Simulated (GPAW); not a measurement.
# Ag2PdO2 (Immm): the Ag L₃ absorption edge

What does one-electron theory with a core hole give for the Ag L₃ edge of Ag2PdO2 (Immm)?

Method: X-ray absorption from dipole matrix elements to empty bands, plane-wave PAW LDA, in GPAW 26.7.0.

## Step 1: The structure

The structure is orthorhombic, space group Immm (No. 71). Conventional cell: a = 3.008 Å, b = 4.555 Å, c = 9.898 Å, α = 90.00°, β = 90.00°, γ = 90.00°. Nearest to Ag lie 4 O at 2.28 to 2.65 Å. Pd has 4 O at 2.03 Å nearest. Nearest to O lie 2 Pd at 2.03 Å and 4 Ag at 2.28 to 2.65 Å. Farther neighbours and most contacts between anions are not listed.

## Step 2: The field without a hole

A plain self-consistent run shows whether there is a gap, which decides the set-up of the core-hole run.

Contents of scf.py:

```python
import numpy as np
from ase import Atoms
from ase.parallel import parprint, paropen
from gpaw import GPAW, PW, FermiDirac, Mixer, MixerDif, setup_paths
from gpaw.test import gen
setup_paths.insert(0, '.')
gen('Ag', name='nch2p', xcname='LDA', corehole=(2, 1, 0), write_xml=True)
from gpaw.mpi import world
world.barrier()

atoms = Atoms('Ag2PdO2',
    cell=[[-1.504015, 2.277615, 4.94885],
     [1.504015, -2.277615, 4.94885],
     [1.504015, 2.277615, -4.94885]],
    scaled_positions=[[0.64242, 0.64242, 0],
     [0.35758, 0.35758, 0],
     [0, 0, 0],
     [0.1373, 0.6373, 0.5],
     [0.8627, 0.3627, 0.5]],
    pbc=True)
atoms.calc = calc = GPAW(legacy_gpaw=True, mode=PW(500), xc='LDA', setups={0: 'nch2p'},
    kpts={'size': (10, 10, 10), 'gamma': True}, occupations=FermiDirac(0.05),
    charge=0, mixer=Mixer(0.1, 5, 50), maxiter=150,
    convergence={'density': 0.0001}, txt='scf.txt')
energy = atoms.get_potential_energy() + calc.get_reference_energy()
ef = calc.get_fermi_level()
out = dict(energy=energy, fermi=ef, forces=atoms.get_forces().tolist())
parprint(f'all-electron energy {energy:.4f} eV, Fermi level {ef:.4f} eV')
ev = np.array([[calc.get_eigenvalues(k, s) for k in range(len(calc.get_ibz_k_points()))] for s in range(calc.get_number_of_spins())])
out['homo'], out['lumo'], out['counts'] = ev[ev < ef].max(), ev[ev > ef].min(), sorted(set((ev < ef).sum((0, 2)).tolist()))
out['filled'] = (ev[:, 0] < ef).sum(1).tolist()
import json
with paropen('out.json', 'w') as f:
    json.dump(out, f)
```

On the command line:

```
$ OMP_NUM_THREADS=1 mpirun -n 4 gpaw python scf.py
```

Numbers of over 12 decimals in the logs are rounded to 6 here.

The log of the run:

```text
Input parameters:
  convergence: {density: 0.0001}
  kpts: {gamma: True,
         size: (10, 10, 10)}
  maxiter: 150
  mixer: {backend: pulay,
          beta: 0.1,
          method: separate,
          nmaxold: 5,
          weight: 50}
  mode: {ecut: 500.0,
         name: pw}
  occupations: {fixmagmom: False,
                name: fermi-dirac,
                width: 0.05}
  setups: {0: nch2p}

Initialize ...

[... PAW data sets ...]

Reference energy: -430082.958741  # eV

Spin-paired calculation

[... convergence settings ...]
Symmetries present (total): 4
  [... symmetry matrices ...]

1000 k-points: 10 x 10 x 10 Monkhorst-Pack grid + [1/20,1/20,1/20]
171 k-points in the irreducible part of the Brillouin zone
       k-points in crystal coordinates                weights
   0:     0.00000000    0.00000000    0.00000000          1/1000
   1:     0.10000000   -0.10000000   -0.10000000          2/1000
   2:     0.10000000   -0.10000000    0.00000000          4/1000
   3:     0.10000000   -0.10000000    0.10000000          2/1000
   4:     0.10000000    0.00000000   -0.10000000          4/1000
   5:     0.10000000    0.00000000    0.00000000          4/1000
   6:     0.10000000    0.10000000   -0.10000000          2/1000
   7:     0.20000000   -0.20000000   -0.20000000          2/1000
   8:     0.20000000   -0.20000000   -0.10000000          4/1000
   9:     0.20000000   -0.20000000    0.00000000          4/1000
          ...
 170:     0.50000000    0.50000000    0.50000000          1/1000

Wave functions: Plane wave expansion
  Cutoff energy: 500.000 eV
  Number of coefficients (min, max): 1696, 1742
  Pulay-stress correction: 0.000000 eV/Ang^3 (de/decut=0.000000)
  Using FFTW library
  Wavefunction extrapolation:
    Improved wavefunction reuse through dual PAW basis

Occupation numbers: Fermi-Dirac:
  width: 0.0500  # eV

Eigensolver
   Davidson(niter=2)

Densities:
  Coarse grid: 30*30*30 grid
  Fine grid: 60*60*60 grid
  Total Charge: 0.000000

Density mixing:
  Method: separate
  Backend: pulay
  Linear mixing parameter: 0.1
  old densities: 5
  Width of damping distribution: 1.1
  Damping of long wavelength oscillations: 50

[... Hamiltonian set-up ...]
Number of atoms: 5
Number of atomic orbitals: 44
Number of bands in calculation: 42
Number of valence electrons: 62
Bands to converge: occupied

... initialized

Initializing position-dependent things.

Density initialized from atomic densities
Creating initial wave functions:
  42 bands from LCAO basis set

       Ag

         O

       Ag

           O
       Pd

Atomic positions and initial magnetic moments

Positions:
   0 Ag    -0.000000   -0.000000    6.358480    ( 0.0000,  0.0000,  0.0000)
   1 Ag     0.000000   -0.000000    3.539220    ( 0.0000,  0.0000,  0.0000)
   2 Pd     0.000000    0.000000    0.000000    ( 0.0000,  0.0000,  0.0000)
   3 O      1.504015    0.000000    1.358954    ( 0.0000,  0.0000,  0.0000)
   4 O      0.000000    2.277615    3.589896    ( 0.0000,  0.0000,  0.0000)

Unit cell:
           periodic     x           y           z      points  spacing
  1. axis:    yes   -1.504015    2.277615    4.948850    30     0.1379
  2. axis:    yes    1.504015   -2.277615    4.948850    30     0.0959
  3. axis:    yes    1.504015    2.277615   -4.948850    30     0.0837

  Lengths:   5.651611   5.651611   5.651611
  Angles:  149.132798 132.467936  57.755303

Effective grid spacing dv^(1/3) = 0.1359

iter:   1   -32.238239
iter:   2   -26.635595   -1.06  -1.24
iter:   3   -25.280272   -1.36  -1.44
iter:   4   -25.087601   -2.18  -1.65
iter:   5   -24.996203   -2.40  -1.81
iter:   6   -24.941409   -2.47  -2.17
iter:   7   -24.932835   -3.47  -2.61
iter:   8   -24.927816c  -3.83  -2.75
iter:   9   -24.927335c  -4.74  -3.18
iter:  10   -24.927319c  -5.55  -3.30
iter:  11   -24.927235c  -5.54  -3.40
iter:  12   -24.927229c  -6.39  -3.81
iter:  13   -24.927223c  -6.60  -3.95
iter:  14   -24.927223c  -7.24  -4.39c
iter:  15   -24.927223c  -7.51c -4.50c

Converged after 15 iterations.

Dipole moment: (-0.000000, 0.000000, -0.000000) |e|*Ang

Energy contributions relative to reference atoms: (reference = -430082.958741)

Kinetic:         +8.538823
Potential:      -13.820964
External:        +0.000000
XC:             -19.484876
Entropy (-ST):   -0.003843
Local:           -0.158285
SIC:             +0.000000
--------------------------
Free energy:    -24.929144
Extrapolated:   -24.927223

Showing only first 2 kpts
 Kpt  Band  Eigenvalues  Occupancy
  0    29      4.85729    2.00000
  0    30      5.89284    2.00000
  0    31      6.56737    1.85170
  0    32      8.54290    0.00000

  1    29      5.31881    2.00000
  1    30      5.56029    2.00000
  1    31      7.37377    0.00000
  1    32      7.96068    0.00000

Fermi level: 6.69360

No gap
No difference between direct/indirect transitions

Forces in eV/Ang:
  0 Ag    0.00000    0.00000   -0.16441
  1 Ag    0.00000    0.00000    0.16441
  2 Pd    0.00000    0.00000   -0.00000
  3 O     0.00000    0.00000    0.01654
  4 O     0.00000    0.00000   -0.01654
Scalar-relativistic atomic LDA calculation for Ag (Silver, Z=47)
Core hole in 2p state (2p occupation: 6.0)
750 radial gridpoints.
|------------------------------------------------|
|------------------------------------------------|
[... the atom generator's iteration count ...]

Energy contributions:
-------------------------
Kinetic:    +5510.000836
XC:          -144.101411
Potential: -10674.873107
-------------------------
Total:      -5308.973682

state      eigenvalue         ekin         rmax
-----------------------------------------------
1s^2.0 :  -928.776947  1179.357643        0.020
2s^2.0 :  -136.824728   242.894140        0.114
2p^6.0 :  -122.903624   232.029195        0.091
3s^2.0 :   -25.066491    67.390895        0.333
3p^6.0 :   -20.478896    62.614659        0.326
3d^10.0:   -13.189680    56.492786        0.273
4s^2.0 :    -3.490816    17.123243        0.822
4p^6.0 :    -2.156374    14.169811        0.875
4d^10.0:    -0.281652     7.720670        1.037
5s^1.0 :    -0.173029     1.452445        2.486
5p^0.0 :    -0.031010     0.511555        3.670
-----------------------------------------------
(units: Bohr and Hartree)

Generating PAW setup
Kinetic energy of the core from tauc = 5480.834994470543
Cutoffs:
rc(s)=2.430
rc(p)=2.510
rc(d)=2.230
rc(vbar)=2.460
rc(comp)=2.370
rc(nct)=2.510

Kinetic energy of the core states: 5346.322821
Charge: 0.0
Core electrons: 30.0
Valence electrons: 17.0
Pseudo-core charge: 0.069447
Shape function alpha=1.780
Pseudo-electron charge 6.189384
state    eigenvalue         norm
--------------------------------
5s(1) :    -0.173029     1.052842
*s    :     0.826971
4p(6) :    -2.156374     0.098157
5p(0) :    -0.031010     1.000632
4d(10):    -0.281652     0.447815
*d    :     0.718348
--------------------------------

Diagonalizing with gridspacing h=0.050

state   all-electron     PAW
-------------------------------
5s:      -0.173029    -0.173164
4p:      -2.156374    -2.156890
4d:      -0.281652    -0.282465
*f:                    0.070818
-------------------------------
all-electron energy -430107.8860 eV, Fermi level 6.6936 eV
```

Run time: 1.7 min. Hardware: 4 MPI ranks of Arm Neoverse V2, shared host; peak memory 0.31 GiB.

The mesh shows no gap, so the system is treated as a metal and the core electron is put at the Fermi level (neutral cell).

## Step 3: Reference energy of the supercell

The photon energy needs a difference of total energies, so the cell and mesh of the coming hole run are first run without a hole.

scf.py, as its differences from that of step 2:

```diff
@@ -10,14 +10,34 @@
 
-atoms = Atoms('Ag2PdO2',
-    cell=[[-1.504015, 2.277615, 4.94885],
-     [1.504015, -2.277615, 4.94885],
-     [1.504015, 2.277615, -4.94885]],
-    scaled_positions=[[0.64242, 0.64242, 0],
-     [0.35758, 0.35758, 0],
+atoms = Atoms('Ag10Pd5O10',
+    cell=[[4.512045, -2.277615, -4.94885],
+     [-4.512045, 2.277615, -4.94885],
+     [6.01606, 4.55523, 0]],
+    scaled_positions=[[0.35758, 0.35758, 0],
+     [0.55758, 0.15758, 0.2],
+     [0.75758, 0.95758, 0.4],
+     [0.95758, 0.75758, 0.6],
+     [0.15758, 0.55758, 0.8],
+     [0.64242, 0.64242, 0],
+     [0.84242, 0.44242, 0.2],
+     [0.04242, 0.24242, 0.4],
+     [0.24242, 0.04242, 0.6],
+     [0.44242, 0.84242, 0.8],
      [0, 0, 0],
-     [0.1373, 0.6373, 0.5],
-     [0.8627, 0.3627, 0.5]],
+     [0.2, 0.8, 0.2],
+     [0.4, 0.6, 0.4],
+     [0.6, 0.4, 0.6],
+     [0.8, 0.2, 0.8],
+     [0.9627, 0.7627, 0.1],
+     [0.1627, 0.5627, 0.3],
+     [0.3627, 0.3627, 0.5],
+     [0.5627, 0.1627, 0.7],
+     [0.7627, 0.9627, 0.9],
+     [0.4373, 0.8373, 0.3],
+     [0.6373, 0.6373, 0.5],
+     [0.8373, 0.4373, 0.7],
+     [0.0373, 0.2373, 0.9],
+     [0.2373, 0.0373, 0.1]],
     pbc=True)
 atoms.calc = calc = GPAW(legacy_gpaw=True, mode=PW(500), xc='LDA', setups={0: 'nch2p'},
-    kpts={'size': (10, 10, 10), 'gamma': True}, occupations=FermiDirac(0.05),
+    kpts={'size': (3, 3, 3), 'gamma': True}, occupations=FermiDirac(0.1),
     charge=0, mixer=Mixer(0.1, 5, 50), maxiter=150,
```

The log of the run:

```text
Input parameters:
  convergence: {density: 0.0001}
  kpts: {gamma: True,
         size: (3, 3, 3)}
  maxiter: 150
  mixer: {backend: pulay,
          beta: 0.1,
          method: separate,
          nmaxold: 5,
          weight: 50}
  mode: {ecut: 500.0,
         name: pw}
  occupations: {fixmagmom: False,
                name: fermi-dirac,
                width: 0.1}
  setups: {0: nch2p}

Initialize ...

[...]
*s    :     0.826971
4p(6) :    -2.156374     0.098157
5p(0) :    -0.031010     1.000632
4d(10):    -0.281652     0.447815
*d    :     0.718348
--------------------------------

Diagonalizing with gridspacing h=0.050

state   all-electron     PAW
-------------------------------
5s:      -0.173029    -0.173164
4p:      -2.156374    -2.156890
4d:      -0.281652    -0.282465
*f:                    0.070818
-------------------------------
all-electron energy -2150539.4335 eV, Fermi level 6.7255 eV
[key lines of the parts left out:]
Converged after 16 iterations.
Dipole moment: (-0.000000, 0.000000, -0.000000) |e|*Ang
Free energy:   -124.688997
Fermi level: 6.72545
```

The job ended after 3 min (4 MPI ranks; peak memory 0.45 GiB).

Reference energy: -2150539.433 eV with the cores included.

[end of part 1 of 3]

[Banner, clock and machine lines of the logs are left out without a mark of their own.]

[Logs are printed without paths, hosts, clocks, repeated set-up lines and the standing remarks that a program may print on its own settings, such as how far it seeks lower states.]

[Hosts, paths, dates, database ids (printed as entryN), source tags and the programs' standing remarks are cut or masked in the printed files.]

[Lists of maxima count a maximum above −3 eV only where it reaches 4 % of the highest in the window and stands out from its surroundings by 2 % of it (1.5 % where it reaches 55 %); shoulders and weaker maxima are passed over, and of the rest the first, up to two pre-edge ones and the few strongest are named.]
